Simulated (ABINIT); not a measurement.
# KHF2 (I4/mcm): RPA correlation energy against the basis

Wanted: RPA correlation energy of KHF2 (I4/mcm), with cost.

Main program and level: ABINIT 10.8.3; PBEsol and many-body steps on it, plane waves.

## Step 1: Starting point

The structure is tetragonal, space group I4/mcm (No. 140). The conventional cell has a = 5.670 Å, b = 5.670 Å, c = 6.810 Å, α = 90.00°, β = 90.00°, γ = 90.00°. Nearest to K lie 8 F at 2.77 Å. Nearest to H lie 2 F at 1.13 Å. Nearest to F lie 1 H at 1.13 Å and 4 K at 2.77 Å. Farther neighbours and most contacts between anions are not listed.

As a file:

```cif
data_structure
_symmetry_space_group_name_H-M 'I4/mcm'
_symmetry_Int_Tables_number 140
_cell_length_a 5.6700
_cell_length_b 5.6700
_cell_length_c 6.8100
_cell_angle_alpha 90.000
_cell_angle_beta 90.000
_cell_angle_gamma 90.000
_cell_volume 218.93
loop_
_atom_site_label
_atom_site_type_symbol
_atom_site_symmetry_multiplicity
_atom_site_Wyckoff_symbol
_atom_site_fract_x
_atom_site_fract_y
_atom_site_fract_z
_atom_site_occupancy
K1 K 4 a 0.00000 0.00000 0.25000 1
H1 H 4 d 0.00000 0.50000 0.00000 1
F1 F 8 h 0.14080 0.64080 0.00000 1
```

The cell and positions come from the Crystallography Open Database and are kept as given unless a step says otherwise.

## Step 2: Empty states on the mesh, 2×2×2 mesh, 384 bands

This step: ABINIT 10.8.3; DFT, PBEsol, plane waves, norm-conserving pseudopotentials.

The sums over transitions need many empty states on a uniform mesh; this step solves for them.

Contents of run.abi:

```
acell 3*1.0 Angstrom
rprim 
  -2.835000000000 2.835000000000 3.405000000000
  2.835000000000 -2.835000000000 3.405000000000
  2.835000000000 2.835000000000 -3.405000000000
ntypat 3
znucl 19 1 9
natom 8
typat 1 1 2 2 3 3 3 3
xred 
  0.250000000000 0.250000000000 -0.000000000000
  0.750000000000 0.750000000000 -0.000000000000
  0.500000000000 0.000000000000 0.500000000000
  0.000000000000 0.500000000000 0.500000000000
  0.640800000000 0.140800000000 0.781600000000
  0.140800000000 0.359200000000 0.500000000000
  0.359200000000 0.859200000000 0.218400000000
  0.859200000000 0.640800000000 0.500000000000
pp_dirpath "pseudos"
pseudos "K.upf, H.upf, F.upf"
ecut 36
ngkpt 2 2 2
nshiftk 1
shiftk 0 0 0
kptopt 1
chksymbreak 0
iscf -2
irdden 1
istwfk *1
nband 384
nbdbuf 34
tolwfr 1e-09
nstep 60
prtvol 0
indata_prefix "in"
outdata_prefix "out"
tmpdata_prefix "tmp"
```

Run with:

```
$ OMP_NUM_THREADS=1 mpirun -n 4 abinit run.abi > log
```

Numbers of over 12 decimals in the logs are rounded to 6 here.

Log:

```text
.Version 10.8.3 of ABINIT. v10.8.2 released Aug 2026.

 Symmetries : space group I4/m c m (#140); Bravais tI (body-center tetrag.)
[... echo of the input left out ...]
== DATASET  1 ==================================================================
-   mpi_nproc: 4, omp_nthreads: 1 (-1 if OMP is not activated)

--- !DatasetInfo
iteration_state: {dtset: 1, }
dimensions: {natom: 8, nkpt: 4, mband: 384, nsppol: 1, nspinor: 1, nspden: 1, mpw: 7677, }
cutoff_energies: {ecut:  36.0, pawecutdg:  -1.0, }
electrons: {nelect:   4.80000000E+01, charge:   0.00000000E+00, occopt:   1.00000000E+00, tsmear:   1.00000000E-02, }

 Real(R)+Recip(G) space primitive vectors, cartesian coordinates (Bohr,Bohr^-1):
 R(1)= -5.3573736  5.3573736  6.4345175  G(1)=  0.0000000  0.0933293  0.0777059
 R(2)=  5.3573736 -5.3573736  6.4345175  G(2)=  0.0933293  0.0000000  0.0777059
 R(3)=  5.3573736  5.3573736 -6.4345175  G(3)=  0.0933293  0.0933293  0.0000000
 Unit cell volume ucvol=  7.3871996E+02 bohr^3
 Angles (23,13,12)=  1.14773599E+02  1.14773599E+02  9.93190826E+01 degrees

 getcut: wavevector=  0.0000  0.0000  0.0000  ngfft=  54  54  54
         ecut(hartree)=     36.000   => boxcut(ratio)=   2.01190

--- Pseudopotential description ------------------------------------------------
- K Generated using ONCVPSP code by D. R. Hamann
- 19.00000   9.00000  180301                  znucl, zion, pspdat
12 -116133 2 -1 2250                          pspcod,pspxc,lmax,lloc,mmax
     nproj     2     2     2
  pspatm : epsatm=    8.32504554
         --- l  ekb(1:nproj) -->
             0   10.921326    0.816676
             1    4.431000    0.560368
             2   -3.384038   -1.043186
 pspatm: atomic psp has been read  and splines computed

- H Generated using ONCVPSP code by D. R. Hamann
-  1.00000   1.00000  180301                  znucl, zion, pspdat
12 -116133 1 -1 1180                          pspcod,pspxc,lmax,lloc,mmax
     nproj     2     1     0
  pspatm : epsatm=    0.35585368
         --- l  ekb(1:nproj) -->
[...]
1   -0.494138
 pspatm: atomic psp has been read  and splines computed

- F Generated using ONCVPSP code by D. R. Hamann
-  9.00000   7.00000  180301                  znucl, zion, pspdat
12 -116133 2 -1 832                           pspcod,pspxc,lmax,lloc,mmax
     nproj     2     2     1
  pspatm : epsatm=    4.89824381
         --- l  ekb(1:nproj) -->
[...]
2   -2.394754
 pspatm: atomic psp has been read  and splines computed

--------------------------------------------------------------------------------

================================================================================
 prteigrs : about to open file out_EIG
 Non-SCF case, kpt    1 (  0.00000  0.00000  0.00000), residuals and eigenvalues=
  1.54E-10  1.36E-10  1.46E-10  1.73E-10  1.21E-10  1.26E-10  1.38E-10  1.87E-10
  1.57E-10  1.91E-10  1.88E-10  2.16E-10  2.24E-10  2.16E-10  3.49E-10  2.22E-10
  2.75E-10  2.66E-10  3.27E-10  3.75E-10  3.78E-10  3.09E-10  2.62E-10  3.00E-10
[...]
-9.8835E-01 -9.8422E-01 -8.0037E-01 -7.9447E-01 -7.5145E-01 -7.5145E-01
 -3.9704E-01 -3.8457E-01 -3.8457E-01 -3.8165E-01 -3.8165E-01 -3.7355E-01
 -2.2801E-01 -2.1272E-01 -9.5995E-02 -9.5995E-02 -9.2491E-02 -7.8828E-02
[...]
4.4706E+00  4.4864E+00  4.5079E+00  4.5154E+00  4.5208E+00  4.5346E+00
  4.5354E+00  4.5401E+00  4.5423E+00  4.5487E+00  4.5547E+00  4.5618E+00
 prteigrs : prtvol=0 or 1, do not print more k-points.

--- !ResultsGS
iteration_state: {dtset: 1, }
comment   : Summary of ground state results
lattice_vectors:
- [ -5.3573736,   5.3573736,   6.4345175, ]
- [  5.3573736,  -5.3573736,   6.4345175, ]
- [  5.3573736,   5.3573736,  -6.4345175, ]
lattice_lengths: [   9.94012,    9.94012,    9.94012, ]
lattice_angles: [114.774, 114.774,  99.319, ] # degrees, (23, 13, 12)
lattice_volume:   7.3871996E+02
convergence: {deltae:  0.000E+00, res2:  0.000E+00, residm:  9.761E-10, diffor:  0.000E+00, }
etotal    :  -1.59717337E+02
entropy   :   0.00000000E+00
fermie    :  -5.30319518E-02
cartesian_stress_tensor: null
pressure_GPa: null
xred      :
- [  2.5000E-01,   2.5000E-01,   1.4885E-18,  K]
- [  7.5000E-01,   7.5000E-01,   4.4655E-18,  K]
- [  5.0000E-01,   1.6299E-17,   5.0000E-01,  H]
- [  1.6299E-17,   5.0000E-01,   5.0000E-01,  H]
- [  6.4080E-01,   1.4080E-01,   7.8160E-01,  F]
- [  1.4080E-01,   3.5920E-01,   5.0000E-01,  F]
- [  3.5920E-01,   8.5920E-01,   2.1840E-01,  F]
- [  8.5920E-01,   6.4080E-01,   5.0000E-01,  F]
cartesian_forces: null
force_length_stats: {min: null, max: null, mean: null, }

 Integrated electronic density in atomic spheres:
 ------------------------------------------------
 Atom  Sphere_radius  Integrated_density
[...]
================================================================================

 ----iterations are completed or convergence reached----

 Mean square residual over all n,k,spin=   33.485E-11; max=  97.605E-11
 reduced coordinates (array xred) for    8 atoms
[...]
0.359200000000      0.859200000000      0.218400000000
       0.859200000000      0.640800000000      0.500000000000

 cartesian coordinates (angstrom) at end:
    1     -0.000000     0.000000     1.702500
    2      0.000000    -0.000000     5.107500
    3      0.000000     2.835000     0.000000
[...]
7      2.036664    -0.798336     3.405000
    8      0.798336     2.036664     3.405000
 length scales=  1.889726125908  1.889726125908  1.889726125908 bohr
              =  1.000000000000  1.000000000000  1.000000000000 angstroms
 prteigrs : about to open file out_EIG
 Eigenvalues (hartree) for nkpt=   4  k points:
 kpt#   1, nband=384, wtk=  0.12500, kpt=  0.0000  0.0000  0.0000 (reduced coord)
[...]
4.44680    4.44680    4.45045    4.45626    4.47061    4.48643    4.50785    4.51537
   4.52077    4.53459    4.53545    4.54008    4.54234    4.54866    4.55467    4.56176
 prteigrs : prtvol=0 or 1, do not print more k-points.

== END DATASET(S) ==============================================================
================================================================================

 -outvars: echo values of variables after computation  --------
            nband         384
             nkpt           4
          spgroup         140
 [... the other variables as echoed above ...]

 Calculation completed.
```

The job ended after 3.4 min (4 MPI ranks of Arm Neoverse V1, shared host; peak memory 0.53 GiB; 14 min of CPU time).

This step gave:

```
gap                                                           : 7.017 eV
k of the valence top                                          : 0.5, 0.5, 0.5
k of the conduction bottom                                    : 0, 0, 0
least direct gap                                              : 7.072 eV
k points computed                                             : 4
lowest point of the top converged band, above the valence top : 115.8791 eV
```

On this mesh the gap is 7.017 eV.

The density comes from a self-consistent run that is not shown.

## Step 3: RPA energy: 2×2×2 mesh, 77 bands, screening to 43.5 eV

The RPA dielectric matrix is built and inverted for each q.

This step: RPA screening on PBEsol, plane waves, norm-conserving pseudopotentials.

run.abi: that of step 2 with these lines changed.

```diff
@@ -26,10 +26,15 @@
 chksymbreak 0
-iscf -2
-irdden 1
 istwfk *1
-nband 384
-nbdbuf 34
-tolwfr 1e-09
-nstep 60
-prtvol 0
+occopt 1
+irdwfk 1
+optdriver 3
+nband 77
+ecuteps 1.6
+inclvkb 2
+awtr 1
+symchi 1
+gwcalctyp 1
+nfreqre 0
+nfreqim 8
+gwrpacorr 1
 indata_prefix "in"
```

Log:

```text
.Version 10.8.3 of ABINIT. v10.8.2 released Aug 2026.

 Symmetries : space group I4/m c m (#140); Bravais tI (body-center tetrag.)
[... echo of the input left out ...]
== DATASET  1 ==================================================================
-   mpi_nproc: 4, omp_nthreads: 1 (-1 if OMP is not activated)

--- !DatasetInfo
iteration_state: {dtset: 1, }
dimensions: {natom: 8, nkpt: 4, mband: 77, nsppol: 1, nspinor: 1, nspden: 1, mpw: 7677, }
cutoff_energies: {ecut:  36.0, pawecutdg:  -1.0, }
electrons: {nelect:   4.80000000E+01, charge:   0.00000000E+00, occopt:   1.00000000E+00, tsmear:   1.00000000E-02, }

 SCREENING: Calculation of the susceptibility and dielectric matrices

 Based on a program developped by R.W. Godby, V. Olevano, G. Onida, and L. Reining.
 Incorporated in ABINIT by V. Olevano, G.-M. Rignanese, and M. Torrent.
.Using double precision arithmetic ; gwpc =  8

[... cell and pseudopotentials left out ...]
--------------------------------------------------------------------------------

 ==== K-mesh for the wavefunctions ====
 Number of points in the irreducible wedge :     4
[... list of points left out ...]
 Together with 16 symmetry operations and time-reversal symmetry
 yields     8 points in the full Brillouin Zone.

 ==== Q-mesh for the screening function ====
 Number of points in the irreducible wedge :     4
[... list of points left out ...]
 Together with 16 symmetry operations and time-reversal symmetry
 yields     8 points in the full Brillouin Zone.

 setmesh: FFT mesh size selected  =    36x   36x   36
          total number of points  =        46656

 vcoul_init : cutoff-mode = AUXILIARY_FUNCTION
 q-points for optical limit:   1
     1)      0.000010    0.000020    0.000030

- screening: taking advantage of time-reversal symmetry
- Maximum band index for partially occupied states nbvw = 24
- Remaining bands to be divided among processors   nbcw = 53
- Number of bands treated by each node ~13

 Number of electrons calculated from density =   48.0000; Expected =   48.0000
 average of density, n =  0.064977
 r_s =    1.5431
 omega_plasma =   24.5887 [eV]

 calculating chi0 at frequencies [eV] :
  1    0.000000E+00    0.000000E+00
  2    0.000000E+00    1.343289E+03
  3    0.000000E+00    2.404413E+02
[...]
8    0.000000E+00    3.079585E+00
  9    0.000000E+00    5.512287E-01

--------------------------------------------------------------------------------
  q-point number  1        q = ( 0.000000, 0.000000, 0.000000) [r.l.u.]
--------------------------------------------------------------------------------
[... chi0 elements left out ...]
  [... further frequencies ...]

 For q-point:  0.000010 0.000020 0.000030
  dielectric constant =   1.8494
  dielectric constant without local fields =   1.9775

  Average fulfillment of the sum rule on Im[epsilon] for q-point    1 :     36.97  [%]
[... wings left out ...]
  q-point number  2        q = ( 0.500000, 0.000000, 0.000000) [r.l.u.]
--------------------------------------------------------------------------------
[... chi0 elements left out ...]
  [... further frequencies ...]

  Average fulfillment of the sum rule on Im[epsilon] for q-point    2 :     42.81  [%]

 [... 2 further q-points ...]
```

It took 16 s on 4 MPI ranks; peak memory 0.94 GiB.

This step gave:

- ε∞ with local fields, on this mesh, along the program's q direction: 1.849
- the same without local fields: 1.978
- plasma frequency: 24.59 eV
- plane waves in the screening matrix: 63
- RPA correlation energy: -10.41 eV

Local fields lower ε∞ by 6 %. On a Γ-centred mesh this coarse the value itself is usually too large, while a short band sum pulls it down.

## Step 4: RPA energy: 2×2×2 mesh, 139 bands, screening to 70.7 eV

run.abi: that of step 3 with these lines changed.

```diff
@@ -30,4 +30,4 @@
 optdriver 3
-nband 77
-ecuteps 1.6
+nband 139
+ecuteps 2.6
 inclvkb 2
```

Log:

```text
.Version 10.8.3 of ABINIT. v10.8.2 released Aug 2026.

 Symmetries : space group I4/m c m (#140); Bravais tI (body-center tetrag.)
[... echo of the input left out ...]
== DATASET  1 ==================================================================
-   mpi_nproc: 4, omp_nthreads: 1 (-1 if OMP is not activated)

--- !DatasetInfo
iteration_state: {dtset: 1, }
dimensions: {natom: 8, nkpt: 4, mband: 139, nsppol: 1, nspinor: 1, nspden: 1, mpw: 7677, }
cutoff_energies: {ecut:  36.0, pawecutdg:  -1.0, }
electrons: {nelect:   4.80000000E+01, charge:   0.00000000E+00, occopt:   1.00000000E+00, tsmear:   1.00000000E-02, }

 SCREENING: Calculation of the susceptibility and dielectric matrices

 Based on a program developped by R.W. Godby, V. Olevano, G. Onida, and L. Reining.
 Incorporated in ABINIT by V. Olevano, G.-M. Rignanese, and M. Torrent.
.Using double precision arithmetic ; gwpc =  8

[... cell and pseudopotentials left out ...]
--------------------------------------------------------------------------------

 ==== K-mesh for the wavefunctions ====
 Number of points in the irreducible wedge :     4
[...]
- Number of bands treated by each node ~28

 Number of electrons calculated from density =   48.0000; Expected =   48.0000
 average of density, n =  0.064977
 r_s =    1.5431
 omega_plasma =   24.5887 [eV]

 calculating chi0 at frequencies [eV] :
  1    0.000000E+00    0.000000E+00
  2    0.000000E+00    1.343289E+03
  3    0.000000E+00    2.404413E+02
[...]
8    0.000000E+00    3.079585E+00
  9    0.000000E+00    5.512287E-01

--------------------------------------------------------------------------------
  q-point number  1        q = ( 0.000000, 0.000000, 0.000000) [r.l.u.]
--------------------------------------------------------------------------------
[... chi0 elements left out ...]
  [... further frequencies ...]

 For q-point:  0.000010 0.000020 0.000030
  dielectric constant =   1.8551
  dielectric constant without local fields =   2.0128

  Average fulfillment of the sum rule on Im[epsilon] for q-point    1 :     52.83  [%]
[... wings left out ...]
  q-point number  2        q = ( 0.500000, 0.000000, 0.000000) [r.l.u.]
--------------------------------------------------------------------------------
[... chi0 elements left out ...]
  [... further frequencies ...]

  Average fulfillment of the sum rule on Im[epsilon] for q-point    2 :     57.46  [%]

 [... 2 further q-points ...]
```

The job ended after 65 s (4 MPI ranks; peak memory 3.5 GiB; 4.3 min of CPU time).

This step gave:

```yaml
eps_infinity_with_local_fields_on_this_mesh_along_the_program_s_q_direction: 1.855
the_same_without_local_fields: 2.013
plasma_frequency: 24.59 eV
plane_waves_in_the_screening_matrix: 153
rpa_correlation_energy: -22.47 eV
```

[end of part 1 of 2]

[Paths, hosts, dates, memory and timing lines, banners, echoed tables and standing remarks are left out of the program output.]

[Logs are printed without paths, hosts, clocks, repeated set-up lines and the standing remarks that a program may print on its own settings, such as how far it seeks lower states.]

[Runs of the session that timed out or met a known fault of the program may be left out.]

[Hosts, paths, dates, database ids (printed as entryN), source tags and the programs' standing remarks are cut or masked in the printed files.]

[G0W0 gaps are taken among the corrected bands and points alone; a level outside them can change the order at an edge.]

[Where Ansatz stands beside ABINIT at settings called matched, ABINIT's density can come from a denser mesh and the files from another edition; pairs whose starting gaps differed by over 0.03 eV were left out, so agreement reads better than it is.]
